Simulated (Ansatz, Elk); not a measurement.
# MnNbSn: X-ray structure factors from the self-consistent density

The structure of MnNbSn used here is made up (a known structure type with other elements) and was relaxed beforehand with PBEsol. The aim is the Fourier transform of its all-electron density, F(hkl), set beside the sum over free spherical atoms that refinements use.

Calculated with Elk 11.2.3 (patched build); DFT, PBE, all-electron APW+lo, Dirac cores, scalar-relativistic bands, static density, ferromagnetic start.

The structure was built from a prototype and need not be the compound's stable phase.

## Step 1: The structure

The structure is tetragonal, space group I4/mmm (No. 139). Conventional cell: a = 4.048 Å, b = 4.048 Å, c = 12.604 Å, α = 90.00°, β = 90.00°, γ = 90.00°. Sn has 4 Mn at 2.69 Å and 5 Nb at 2.87 to 2.89 Å nearest. Nearest to Nb lie 4 Mn at 2.60 Å and 5 Sn at 2.87 to 2.89 Å. Nearest to Mn lie 4 Nb at 2.60 Å and 4 Sn at 2.69 Å and 4 Mn at 2.86 Å. Farther neighbours are not listed.

## Step 2: Ground state and structure factors

An all-electron density is needed, since X-rays see the cores too. Task 0 finds the density and task 195 Fourier-transforms it; tshift is off so that phases refer to the origin typed.

Input file elk.in:

```
tasks
  0
  195
  196

xctype
  20

spinpol
  .true.

rgkmax
  7.0

gmaxvr
  14.0

lmaxo
  7

lmaxapw
  8

swidth
  0.002

tshift
  .false.

ramdisk
  .false.

hmaxvr
  5.5

maxscl
  120

epspot
  1e-06

reducebf
  0.8

sppath
  './'

avec
  -3.82473836243 3.82473836243 11.90868404667
  3.82473836243 -3.82473836243 11.90868404667
  3.82473836243 3.82473836243 -11.90868404667

atoms
  3
  'Sn.in'
  2
  0.8593535427 0.8593535427 -0.0000000000   0.000000 0.000000 0.000000
  0.1406464573 0.1406464573 -0.0000000000   0.000000 0.000000 0.000000
  'Nb.in'
  2
  0.6298948869 0.6298948869 0.0000000000   0.000000 0.000000 0.000000
  0.3701051131 0.3701051131 0.0000000000   0.000000 0.000000 0.000000
  'Mn.in'
  2
  0.5000000000 0.0000000000 0.5000000000   0.000000 0.000000 -0.045000
  0.0000000000 0.5000000000 0.5000000000   0.000000 0.000000 -0.045000

ngridk
  7 7 7
```

The run is started by

```console
OMP_NUM_THREADS=4 elk
```

Numbers of over 12 decimals in the logs are rounded to 6 here.

What it wrote:

```text
┌─────────────────────────┐
│ Elk code version 11.2.3 │
└─────────────────────────┘

All units are atomic (Hartree, Bohr, etc.)

┌─────────────────────────────────────────────────┐
│ Ground-state run starting from atomic densities │
└─────────────────────────────────────────────────┘

Lattice vectors :
  -3.824738362       3.824738362       11.90868405
   3.824738362      -3.824738362       11.90868405
   3.824738362       3.824738362      -11.90868405

Reciprocal lattice vectors :
 -0.7671990788E-17  0.8213875972      0.2638068691
  0.8213875972     -0.7671990788E-17  0.2638068691
  0.8213875972      0.8213875972      0.2595076477E-17

Unit cell volume      :    696.8306232
Brillouin zone volume :   0.3559691627

Muffin-tin inner radius fraction :   0.1000000000E-01

Nuclei treated as point charges

Species : 1 (Sn)
 parameters loaded from : Sn.in
 name : tin
 nuclear charge    :   -50.00000000
 electronic charge :    50.00000000
 atomic mass :    216395.0922
 muffin-tin radius :    2.600000000
 number of radial points in muffin-tin :   1193
 inner part over the whole radius :   0.9914297220E-02
 number on inner part of muffin-tin    :    850
 approximate nuclear radius :   0.8828114845E-04
 number of mesh points to nuclear radius :    428
 atomic positions (lattice), magnetic fields (Cartesian) :
  1 :  -0.14064646 -0.14064646  0.00000000    0.00000000  0.00000000  0.00000000
  2 :   0.14064646  0.14064646  0.00000000    0.00000000  0.00000000  0.00000000

Species : 2 (Nb)
 parameters loaded from : Nb.in
 name : niobium
 nuclear charge    :   -41.00000000
 electronic charge :    41.00000000
 atomic mass :    169357.9704
 muffin-tin radius :    2.532058565
 number of radial points in muffin-tin :   1193
 inner part over the whole radius :   0.9876046459E-02
 number on inner part of muffin-tin    :    847
 approximate nuclear radius :   0.8268951942E-04
 number of mesh points to nuclear radius :    419
 atomic positions (lattice), magnetic fields (Cartesian) :
  1 :  -0.37010511 -0.37010511  0.00000000    0.00000000  0.00000000  0.00000000
  2 :   0.37010511  0.37010511  0.00000000    0.00000000  0.00000000  0.00000000

Species : 3 (Mn)
 parameters loaded from : Mn.in
 name : manganese
 nuclear charge    :   -25.00000000
 electronic charge :    25.00000000
 atomic mass :    100145.9370
 muffin-tin radius :    2.337284829
 number of radial points in muffin-tin :    993
 inner part over the whole radius :   0.9875541138E-02
 number on inner part of muffin-tin    :    699
 approximate nuclear radius :   0.7074591925E-04
 number of mesh points to nuclear radius :    331
 atomic positions (lattice), magnetic fields (Cartesian) :
  1 :   0.50000000  0.00000000  0.50000000    0.00000000  0.00000000 -0.04500000
  2 :   0.00000000  0.50000000  0.50000000    0.00000000  0.00000000 -0.04500000

Total number of atoms per unit cell :    6
Total muffin-tin volume :    390.2125600
 ratio of muffin-tin to unit cell volume :   0.5599819340

Spin treatment :
 spin-polarised
 global magnetic field (Cartesian) :    0.000000000       0.000000000       0.000000000
 collinear magnetisation in z-direction

Number of Bravais lattice symmetries :   16
Number of crystal symmetries         :   16
Crystal has inversion symmetry
Real symmetric eigensolver will be used

k-point grid :      7     7     7
k-point offset :    0.000000000       0.000000000       0.000000000
k-point set is reduced with full crystal symmetry group
Total number of k-points :       40

Muffin-tin radius times maximum |G+k| :    7.000000000
 using average radius
Maximum |G+k| for APW functions       :    2.811492108
Maximum (1/2)|G+k|²                   :    3.952243935
Maximum |G| for potential and density :    14.00000000
Constant for pseudocharge density :    9
 order of it for each species :   16  16  16
 order of it for pair densities of each species (exact exchange by exxq0 0: 17) :   11  10   8
Radial integration step length :    1

G-vector grid sizes :     60    60    60
[...]
RMS change in Kohn-Sham potential (target) :    2.783621000     (  0.1000000000E-05)
Absolute change in total energy (target)   :   0.5038968141     (  0.1000000000E-03)

[... loops 3 to 23 left out ...]

┌──────────────────┐
│ Loop number : 24 │
└──────────────────┘

Energies :
 Fermi                       :     0.361305
 sum of occupied eigenvalues :     -13325.332579250
 electron kinetic            :      23265.147051744
 core electron kinetic       :      22389.343876424
 Coulomb                     :     -44907.836143590
 Coulomb potential           :     -35712.475321593
 nuclear-nuclear             :     -2702.8895492004
 electron-nuclear            :     -48774.818724912
 Hartree                     :      6569.8721305224
 Madelung                    :     -27051.598482793
 xc potential                :     -877.96182174086
 xc effective B-field        :    -0.42485880446843E-01
 external B-field            :      0.000000
 exchange                    :     -661.68554357742
 correlation                 :     -12.010413235650
 electron entropic           :    -0.15100955033126E-02
 total energy                :     -22316.386558754
 (external B-field energy excluded from total)

Density of states at Fermi energy :    114.4520953
 (states/Hartree/unit cell)

Estimated indirect band gap :   0.5069050769E-03
 from k-point 17 to k-point 30
Estimated direct band gap   :   0.1578228264E-02
 at k-point 29

Charges :
 core                        :    136.0000000
 valence                     :    96.00000000
 interstitial                :    8.814314172
 muffin-tins (core leakage)
  species : 1 (Sn)
[...]
species : 2 (Nb)
[...]
species : 3 (Mn)
[...]
total in muffin-tins        :    223.1856858
 total calculated charge     :    231.9993318
 total charge                :    232.0000000
 error                       :   0.6682314693E-03

Moments :
 interstitial                :  -0.1920340955E-01
 muffin-tins
  species : 1 (Sn)
[...]
species : 2 (Nb)
[...]
species : 3 (Mn)
[...]
total in muffin-tins        :    1.545038900
 total moment                :    1.525835490

RMS change in Kohn-Sham potential (target) :   0.4692960455E-06 (  0.1000000000E-05)
Absolute change in total energy (target)   :   0.2079677506E-04 (  0.1000000000E-03)

Convergence targets achieved

┌──────────────────┐
│ Loop number : 25 │
└──────────────────┘

Energies :
 Fermi                       :     0.361305
 sum of occupied eigenvalues :     -13325.332569233
 electron kinetic            :      23265.147059363
 core electron kinetic       :      22389.343880870
 Coulomb                     :     -44907.836153047
 Coulomb potential           :     -35712.475307259
 nuclear-nuclear             :     -2702.8895492004
 electron-nuclear            :     -48774.818757925
 Hartree                     :      6569.8721540779
 Madelung                    :     -27051.598499417
 xc potential                :     -877.96182889805
 xc effective B-field        :    -0.42490036414024E-01
 external B-field            :      0.000000
 exchange                    :     -661.68554745008
 correlation                 :     -12.010413013498
 electron entropic           :    -0.15100670233270E-02
 total energy                :     -22316.386564215
 (external B-field energy excluded from total)

Density of states at Fermi energy :    114.4498054
 (states/Hartree/unit cell)

Estimated indirect band gap :   0.5074822124E-03
 from k-point 17 to k-point 30
Estimated direct band gap   :   0.1578406941E-02
 at k-point 29

Charges :
 core                        :    136.0000000
 valence                     :    96.00000000
 interstitial                :    8.814313343
 muffin-tins (core leakage)
  species : 1 (Sn)
[...]
species : 2 (Nb)
[...]
atom 2                    :    39.10541196     (  0.1241518419E-05)
  species : 3 (Mn)
   atom 1                    :    23.98530575     ( -0.2231521599E-06)
   atom 2                    :    23.98530575     ( -0.2231521599E-06)
 total in muffin-tins        :    223.1856867
 total calculated charge     :    231.9993318
 total charge                :    232.0000000
 error                       :   0.6682318441E-03

Moments :
 interstitial                :  -0.1920954407E-01
 muffin-tins
  species : 1 (Sn)
[...]
species : 2 (Nb)
[...]
atom 2                    :  -0.1725576188
  species : 3 (Mn)
   atom 1                    :   0.9631861334
   atom 2                    :   0.9631861334
 total in muffin-tins        :    1.545110457
 total moment                :    1.525900913

┌──────────────────────────────┐
│ Self-consistent loop stopped │
└──────────────────────────────┘

Wrote STATE.OUT
```

The job ended after 7.8 min (4 threads of AMD EPYC 9R14 (Zen 4), shared host; peak memory 0.7 GiB).

SFACRHO.OUT:

```text

h k l indices transformed by vhmat matrix:
   1.000000000       0.000000000       0.000000000    
   0.000000000       1.000000000       0.000000000    
   0.000000000       0.000000000       1.000000000    

      h      k      l  multipl.   |H|            Re(F)            Im(F)           |F|

      0      0      0      1   0.0000000       232.00000      0.71737861E-16   232.00000    
     -1     -1      1      2  0.52761374       23.977876     -0.24143690E-13   23.977876    
      1      0     -1      8  0.86271180       7.3258442     -0.21886037E-13   7.3258442    
      2      2     -2      2   1.0552275      -105.86008      0.10398399E-12   105.86008    
      1      2     -1      8   1.1406245      -22.617358      0.82244388E-13   22.617358    
     -1      1      0      4   1.1616175       110.38973     -0.13377887E-14   110.38973    
      1      1      0      8   1.2758258      -58.475080      0.18948069E-13   58.475080    
      2      3     -2      8   1.5538755       13.856135      0.61481233E-13   13.856135    
     -2     -2      1      8   1.5693502      -166.00082     -0.98483710E-13   166.00082    
     -3     -3      3      2   1.5828412       88.310694      0.12656503E-12   88.310694    
     -1      1      1      4   1.6427752       169.42866     -0.54764892E-14   169.42866    
      0      2     -2      8   1.7254236       15.656502      0.18662885E-13   15.656502    
     -1      2      0     16   1.8555274       6.4122895     -0.25437736E-13   6.4122895    
      1      3     -1      8   1.9524895      -88.588106      0.73757295E-13   88.588106    
      2      4     -3      8   1.9633496       17.727631     -0.87002486E-13   17.727631    
      0      3     -2     16   1.9999336      -18.507969      0.87560262E-13   18.507969    
     -3     -4      4      8   2.0210855       22.339856      0.17177268E-12   22.339856    
     -4     -4      4      2   2.1104550       130.53299      0.12571366E-12   130.53299
```

Elk indexes on the primitive cell of elk.in and gives |H| = 4π sin θ/λ in inverse bohr. Below, one row stands for each form hkl of the conventional cell (m members, Friedel mates merged), F is for one primitive cell and the density is static (no thermal factor). Free-atom factors are Waasmaier and Kirfel's, and R is Σm||F|−|F'||/Σm|F|.

```csv
hkl,m,sin θ/λ (Å⁻¹),"abs F, DFT",neutral atoms,diff.
002,2,0.079,23.978,23.387,+0.591
101,8,0.130,7.326,7.210,+0.116
004,2,0.159,105.860,106.454,-0.594
103,8,0.172,22.617,22.174,+0.444
110,4,0.175,110.390,111.013,-0.623
112,8,0.192,58.475,58.542,-0.067
105,8,0.234,13.856,13.993,-0.137
114,8,0.236,166.001,166.943,-0.942
006,2,0.238,88.311,89.104,-0.793
200,4,0.247,169.429,170.266,-0.837
202,8,0.260,15.656,16.070,-0.413
211,16,0.279,6.412,6.327,+0.085
204,8,0.294,88.588,88.439,+0.149
116,8,0.295,17.728,17.331,+0.397
213,16,0.301,18.508,18.717,-0.209
107,8,0.304,22.340,22.460,-0.120
008,2,0.317,130.533,130.854,-0.321
215,16,0.340,11.896,11.860,+0.036
```

## Step 3: The magnetisation density

The same run holds the spin density, and task 196 transforms it. The order is that of the start, and no other was tried.

SFACMAG_1.OUT:

```text

h k l indices transformed by vhmat matrix:
   1.000000000       0.000000000       0.000000000    
   0.000000000       1.000000000       0.000000000    
   0.000000000       0.000000000       1.000000000    

      h      k      l  multipl.   |H|            Re(F)            Im(F)           |F|

      0      0      0      1   0.0000000       1.5259010      0.16646101E-17   1.5259010    
     -1     -1      1      2  0.52761374       1.7738365     -0.35407195E-16   1.7738365    
      1      0     -1      8  0.86271180      0.18944776     -0.11163363E-15  0.18944776    
      2      2     -2      2   1.0552275       1.6931769     -0.29438217E-16   1.6931769    
      1      2     -1      8   1.1406245     -0.10081681      0.94182461E-16  0.10081681    
     -1      1      0      4   1.1616175      -1.6703943      0.51850821E-18   1.6703943    
      1      1      0      8   1.2758258      -1.3676438      0.17533655E-15   1.3676438    
      2      3     -2      8   1.5538755     -0.31223634E-01  0.55339141E-15  0.31223634E-01
     -2     -2      1      8   1.5693502      -1.0792878     -0.13620305E-15   1.0792878    
     -3     -3      3      2   1.5828412       1.1233668      0.97160856E-15   1.1233668    
     -1      1      1      4   1.6427752       1.0079732     -0.12720873E-15   1.0079732    
      0      2     -2      8   1.7254236       1.0308885      0.11825299E-15   1.0308885    
     -1      2      0     16   1.8555274     -0.71585606E-02 -0.17055888E-15  0.71585606E-02
      1      3     -1      8   1.9524895      0.85513605     -0.47730152E-15  0.85513605    
      2      4     -3      8   1.9633496     -0.83840621     -0.32719668E-16  0.83840621    
      0      3     -2     16   1.9999336     -0.34175858E-01  0.54640101E-15  0.34175858E-01
```

The total moment is 1.53 μB a cell; sphere moments: Sn1 -0.02, Sn2 -0.02, Nb3 -0.17, Nb4 -0.17, Mn5 +0.96, Mn6 +0.96 μB. Polarised neutrons measure spin and orbital magnetisation together; without spin-orbit coupling the run gives the spin part:

```csv
hkl,sin θ/λ (Å⁻¹),abs F_M (μB)
002,0.079,1.774
101,0.130,0.189
004,0.159,1.693
103,0.172,0.101
110,0.175,1.670
112,0.192,1.368
105,0.234,0.031
114,0.236,1.079
006,0.238,1.123
200,0.247,1.008
202,0.260,1.031
211,0.279,0.007
204,0.294,0.855
116,0.295,0.838
```

(Continued in part 2 of 2.)

[Logs are printed without paths, hosts, clocks, repeated set-up lines and the standing remarks that a program may print on its own settings, such as how far it seeks lower states.]

[Hosts, paths, dates, database ids (printed as entryN), source tags and the programs' standing remarks are cut or masked in the printed files.]
